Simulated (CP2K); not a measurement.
Consider formamide monohydrate at its PBE geometry (Å).

```xyz
9

N     0.1738    0.4394   -1.1087
C    -1.0036   -0.1450   -0.7901
O    -1.2683   -0.6386    0.3129
O     1.1274   -0.1048    1.6397
H     0.3127    0.8573   -2.0205
H     0.9020    0.5199   -0.3960
H    -1.7386   -0.1526   -1.6208
H     0.2106   -0.4130    1.4219
H     1.2841   -0.3626    2.5615
```

Method: CP2K XAS_TDP, all-electron GAPW, PBEh(45%), aug-cc-pVDZ, TDA, GW2X-corrected core level, no relativity.

Predict the bright core excitations at the O K edge.

Leading lines: O3 532.33 eV and O4 535.66 eV. The leading line of an atom is its first one with 35 % of the strongest within 2.5 eV of its lowest line over the strength cut. Core ionisation energies at this level: O3 537.40 and O4 538.46 eV.

The first six lines of each atom with a strength over 0.0015:

```
                                       atom  energy (eV)  states  strength, one atom  above the computed threshold
           O3 (bonded to C, takes 1 H bond)       532.33       1              0.0353                              
                                                  535.66       1              0.0020                              
                                                  537.12       1              0.0024                              
                                                  537.97       1              0.0022                           yes
                                                  538.38       1              0.0068                           yes
                                                  539.25       1              0.0015                           yes
O4 (bonded to 2 H, gives 1 H bond, takes 1)       535.66       1              0.0136                              
                                                  537.13       1              0.0036                              
                                                  537.73       1              0.0041                              
                                                  537.91       1              0.0143                              
                                                  538.44       1              0.0027                              
                                                  538.55       1              0.0080                           yes
```

Lines are vertical, at one geometry, with no vibrational structure. GW2X ionisation energies and lines can be off by 1 to 2 eV either way, and a good line position may hide errors that cancel. These values hold no scalar relativity, about 0.4 eV for O 1s. Rydberg lines, and the discretised continuum above threshold, depend on the basis and the box. This is one low-energy arrangement of the cluster, relaxed without a dispersion correction; others exist.

[Banner, clock and machine lines of the logs are left out without a mark of their own.]

[Logs are printed without paths, hosts, clocks, repeated set-up lines and the standing remarks that a program may print on its own settings, such as how far it seeks lower states.]

[Hosts, paths, dates, database ids (printed as entryN), source tags and the programs' standing remarks are cut or masked in the printed files.]
